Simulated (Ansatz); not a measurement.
# Quasiparticle gap of BaSrTi2O6 (perovskite [001] superlattice), part 2 of 4

Wanted: the gap of BaSrTi2O6 (perovskite [001] superlattice) with a many-body correction, and the time that it takes.

Ansatz 0.2.0; PBEsol, then G0W0 on it, plane waves, PAW. Known limits of the many-body steps: finite bands, screening cutoff and k mesh; no spin-orbit coupling in G0W0.

So far. Step 2 (Relaxing the structure): The program's warnings for this run: band table not solved further.

### Step 3. The PBEsol band structure

Level of this step: DFT, PBEsol, plane waves, PAW; PAW set soft_1 (Ansatz).

Levels along a band path and on the mesh show where this functional puts the band edges.

File input.yaml:

```yaml
crystal:
  lattice:
    - [3.9230183724, 0.0, 0.0]
    - [0.0, 3.9230183724, 0.0]
    - [0.0, 0.0, 15.891451069]
  atoms:
    - { symbol: Sr, position: [0.0, 0.0, 0.056563162] }
    - { symbol: O, position: [0.5, 0.5, 0.0623640627] }
    - { symbol: Ti, position: [0.5, 0.5, 0.1783899353] }
    - { symbol: O, position: [0.5, 0.0, 0.1855802327] }
    - { symbol: O, position: [0.0, 0.5, 0.1855802327] }
    - { symbol: Sr, position: [0.0, 0.0, 0.3018132738] }
    - { symbol: O, position: [0.5, 0.5, 0.3076801959] }
    - { symbol: Ti, position: [0.5, 0.5, 0.4229808387] }
    - { symbol: O, position: [0.5, 0.0, 0.4288802332] }
    - { symbol: O, position: [0.0, 0.5, 0.4288802332] }
    - { symbol: Ba, position: [0.0, 0.0, 0.5534579145] }
    - { symbol: O, position: [0.5, 0.5, 0.560056261] }
    - { symbol: Ti, position: [0.5, 0.5, 0.677666613] }
    - { symbol: O, position: [0.5, 0.0, 0.6850606824] }
    - { symbol: O, position: [0.0, 0.5, 0.6850606824] }
    - { symbol: Ba, position: [0.0, 0.0, 0.8085657876] }
    - { symbol: O, position: [0.5, 0.5, 0.8147682558] }
    - { symbol: Ti, position: [0.5, 0.5, 0.9331207648] }
    - { symbol: O, position: [0.5, 0.0, 0.9417054133] }
    - { symbol: O, position: [0.0, 0.5, 0.9417054133] }
kpoints:
  mp_grid: { grid: [6, 6, 2] }
  band_path:
    path:
      - [[0.0, 0.0, 0.0], [0.0, 0.5, 0.0], [0.5, 0.5, 0.0], [0.0, 0.0, 0.0], [0.0, 0.0, 0.5], [0.0, 0.5, 0.5], [0.5, 0.5, 0.5], [0.0, 0.0, 0.5]]
      - [[0.0, 0.5, 0.0], [0.0, 0.5, 0.5]]
      - [[0.5, 0.5, 0.0], [0.5, 0.5, 0.5]]
    npoints: 10
hamiltonian:
  xc: pbesol
  pseudopotentials: { kind: paw, azcp: { folder: soft_1 }, xc_functional: pbe }
scf:
  occupations: { method: fermi_dirac, width: 0.02 }
  n_extra_bands: 10
output:
  eigenvalues: true
  forces: true
  stress: true
  write_density: true
  write_potential: true
  elf: true
  volumetric_format: npy
```

The run is started by

```bash
$ ansatz run input.yaml --threads 3 --pin off --max-ram 92160MiB --backend cuda --events-out ev --progress --plain --runs-dir out --devices 1 --max-vram 13GiB
```

Numbers of over 12 decimals in the logs are rounded to 6 here.

The log of the run:

```text
[...]
GPUs: using 1 of 1 available (devices: 1).
[...]
GPU FFT provider: cuFFT
GPU libraries: cuBLAS 13.8.2, cuFFT 12.4.0, cuSOLVER 12.3.4
Crystal: 20 atoms, lattice volume = 244.571 Å³
Basis set: ecut = 420 eV, 4821 PW (Γ), exchange–correlation on 54×54×216 points (8 copies of the dense FFT grid, shifted against one another)
Bands: 90, of which v1, the nominal top of the filled ones, is band 80 counted from 1 (79 counted from 0)
Symmetry: 8 space group operations
[...]
k-points: 20 of 72
[...]
GPU buffer pool allocated for 78732 grid points (all kernels)
[...]
SCF iter   1: F=—  HF=-35371.785889 eV  |F-HF|=—  |Δ(HF+E_count)|=         —  Δρ=5.53e-2  dr2=1.18e1  ethr=3.10e-3  ⟨swp⟩=8.0  Hψ=7853  notcnv=0  defer=3
[...]
SCF iter  10: F=-35369.786984 eV  HF=-35369.786984 eV  |F-HF|=5.19e-8  |Δ(HF+E_count)|=   6.57e-8  Δρ=6.19e-6  dr2=8.06e-8  ethr=6.25e-11  ⟨swp⟩=18.0  Hψ=17889  notcnv=0
SCF 1 converged in 10 iterations: F = -35369.786984 eV  dr2 = 8.06e-8
[...]
NSCF: frozen V_eff on 93 k-points
SCF converged after 10 iterations
Free energy (F): -35369.786984 eV
[...]
Internal energy: -35369.786984 eV  (E = F + TS)
E sigma→0 (E₀):  -35369.786984 eV
Fermi energy:    11.128548 eV
[...]
--- Forces (eV/Å), atoms counted from 1 ---
  atom   1  Sr    -0.00000000     0.00000000     0.00035790
  atom   2  O      0.00000000     0.00000000     0.00298276
  atom   3  Ti    -0.00000000     0.00000000    -0.00095312
  atom   4  O      0.00000000     0.00000000     0.00070838
  atom   5  O     -0.00000000     0.00000000     0.00070838
  atom   6  Sr     0.00000000     0.00000000    -0.00149670
  atom   7  O      0.00000000     0.00000000    -0.00098968
  atom   8  Ti     0.00000000     0.00000000    -0.00331245
  atom   9  O      0.00000000     0.00000000     0.00124390
  atom  10  O      0.00000000     0.00000000     0.00124390
  atom  11  Ba     0.00000000     0.00000000    -0.00110694
  atom  12  O     -0.00000000     0.00000000    -0.00069831
  atom  13  Ti    -0.00000000     0.00000000     0.00013675
  atom  14  O     -0.00000000     0.00000000     0.00019526
  atom  15  O      0.00000000     0.00000000     0.00019526
  atom  16  Ba     0.00000000     0.00000000     0.00263359
  atom  17  O     -0.00000000     0.00000000    -0.00564620
  atom  18  Ti     0.00000000     0.00000000     0.00524633
  atom  19  O      0.00000000     0.00000000    -0.00068927
  atom  20  O      0.00000000     0.00000000    -0.00068927
  max |Σ_I F_I| component: 7.05e-5 eV/Å
--- Stress (GPa, compression-positive) ---
       -0.011966       0.000000      -0.000000
        0.000000      -0.011966       0.000000
       -0.000000       0.000000      -0.004969
  P = ⅓ Tr σ = -0.0096 GPa (-0.096 kbar)
--- Band table (eV; the first three rows and the last of 20) ---
  k-point 0: bands = [... 76 lower, 9.6287, 9.7581, 9.8025, 9.8025, 12.0495, 12.1173, 12.1306, 12.2250, ... 6 higher]
  k-point 1: bands = [... 76 lower, 9.7087, 9.7087, 9.7799, 9.7799, 12.0604, 12.0849, 12.1578, 12.2194, ... 6 higher]
  k-point 2: bands = [... 76 lower, 9.3794, 9.4244, 9.5700, 9.6951, 12.3380, 12.6151, 12.6506, 12.6631, ... 6 higher]
  k-point 19: bands = [... 76 lower, 10.1298, 10.1390, 10.1664, 10.2008, 14.0649, 14.0649, 14.0945, 14.0945, ... 6 higher]
```

Wall time 19 s (1 × NVIDIA H100 80GB HBM3 (shared by 6 runs) with 3 threads of AMD EPYC 7R13 (Zen 3), shared host); peak memory 1.2 GiB; 33 s of CPU time.

Numbers from this step:

```
pressure             : -0.009634 GPa
filled bands         : 80
gap                  : 1.848 eV
valence top at       : M
conduction bottom at : Γ
least direct gap     : 2.247 eV
```

Over mesh and path the gap is 1.848 eV, from k = (0.500, 0.500, 0.000) to k = Γ. The least direct gap found is 2.247 eV, at k = Γ.

The electronic bands at the labelled points (eV, zero at the top of the highest nominally filled band):

```
    point  band 77  band 78  band 79  band 80  band 81  band 82  band 83  band 84
        Γ    -0.57    -0.44    -0.40    -0.40     1.85     1.92     1.93     2.02
  halfway    -0.78    -0.75    -0.66    -0.62     2.17     2.87     2.88     2.91
        X    -0.87    -0.72    -0.67    -0.18     2.24     3.04     3.06     3.73
  halfway    -0.60    -0.59    -0.57    -0.15     2.96     3.47     3.47     3.79
        M    -0.08    -0.05    -0.04     0.00     3.80     3.80     4.07     4.07
  halfway    -0.74    -0.69    -0.62    -0.58     2.82     3.04     3.27     3.31
        Γ    -0.57    -0.44    -0.40    -0.40     1.85     1.92     1.93     2.02
  halfway    -0.52    -0.52    -0.41    -0.41     1.85     1.90     1.95     2.02
        Z    -0.49    -0.49    -0.42    -0.42     1.86     1.88     1.96     2.02
  halfway    -0.87    -0.78    -0.68    -0.65     2.40     2.46     2.89     2.92
        R    -1.10    -1.08    -0.39    -0.24     2.46     2.52     3.48     3.68
  halfway    -0.62    -0.59    -0.36    -0.23     3.08     3.14     3.80     3.82
        A    -0.07    -0.06    -0.04     0.00     3.86     3.86     3.89     3.89
  halfway    -0.74    -0.65    -0.64    -0.58     2.94     3.00     3.11     3.14
        Z    -0.49    -0.49    -0.42    -0.42     1.86     1.88     1.96     2.02
jump to X    -0.87    -0.72    -0.67    -0.18     2.24     3.04     3.06     3.73
  halfway    -0.96    -0.94    -0.49    -0.21     2.31     2.76     3.32     3.73
        R    -1.10    -1.08    -0.39    -0.24     2.46     2.52     3.48     3.68
jump to M    -0.08    -0.05    -0.04     0.00     3.80     3.80     4.07     4.07
  halfway    -0.07    -0.06    -0.04     0.00     3.82     3.82     3.97     3.97
        A    -0.07    -0.06    -0.04     0.00     3.86     3.86     3.89     3.89
```

ELF in the ca plane at fractional y = 0.000, with atoms of Sr and O and Ba within 0.2 Å of it. It is the smooth field of the valence electrons, not physical close to the nuclei.

Ten even steps from '0' (0.02) to '9' (0.86), each cell a mean:
```
98469700004974795000179403982000596128940002
59998201211699971011038999950111279999611210
13652047862146511577513788413676226885126773
30000389897200005899951121028999710110169898
61000597489400017965882000059748840000388469
50000488788300016977971000048878830000288789
10210168985112102799731354115898413552048996
27985114531379840244216999721342159998313541
89889500002998993000059847971000398569820001
97139810005961596000189201893000694007940003
```
Columns run along c (15.9 Å), rows up along a (3.9 Å). Atoms in or near the plane, at fractional coordinates: Sr at (0.06, 0.00), O at (0.19, 0.50), Sr at (0.30, 0.00), O at (0.43, 0.50), Ba at (0.55, 0.00), O at (0.69, 0.50), Ba at (0.81, 0.00), O at (0.94, 0.50).

Electrostatic potential energy in the ca plane at fractional y = 0.000, with atoms of Sr and O and Ba within 0.2 Å of it. With pseudopotentials it is smooth inside the atoms' cores, unlike the true potential.

Ten even steps from '0' (-86 eV) to '9' (15 eV), each cell a mean:
```
71004899999600058999986433589999974335799999
86457999999864589999998655799999986557899999
99889999999998899999999888999999998889999999
99999997679999999976899999999767999999998679
99999985468999999755699999998546999999996458
99999996569999999865799999998656999999997568
99999999899999999988999999999989999999999889
98778999999987889999998777899999997778999999
84116899999731279999997544689999975446899999
60003899998500048999986323589999964234799999
```
Columns run along c (15.9 Å; values clipped at the 3rd and 97th percentile), rows up along a (3.9 Å). Atoms in or near the plane, at fractional coordinates: Sr at (0.06, 0.00), O at (0.19, 0.50), Sr at (0.30, 0.00), O at (0.43, 0.50), Ba at (0.55, 0.00), O at (0.69, 0.50), Ba at (0.81, 0.00), O at (0.94, 0.50).

[end of part 2 of 4]

[Paths, hosts, dates, memory and timing lines, banners, echoed tables and standing remarks are left out of the program output.]

[Logs are printed without paths, hosts, clocks, repeated set-up lines and the standing remarks that a program may print on its own settings, such as how far it seeks lower states.]

[Runs of the session that timed out or met a known fault of the program may be left out.]

[Cells called generated may have been cut or substituted from an entry of the Crystallography Open Database or the Materials Project.]

[Hosts, paths, dates, database ids (printed as entryN), source tags and the programs' standing remarks are cut or masked in the printed files.]

[Where an RPA ε∞ is given, it is that of the G0W0 mesh and is not shown converged in it. Names of k-points follow the symmetry that the program found, which can be lower than the space group named. Band edges on a path are those of the sampled points; other points can move an edge, and change direct to indirect where valleys lie close.]

[Hybrid gaps are those of their k-mesh and are not shown converged in it.]
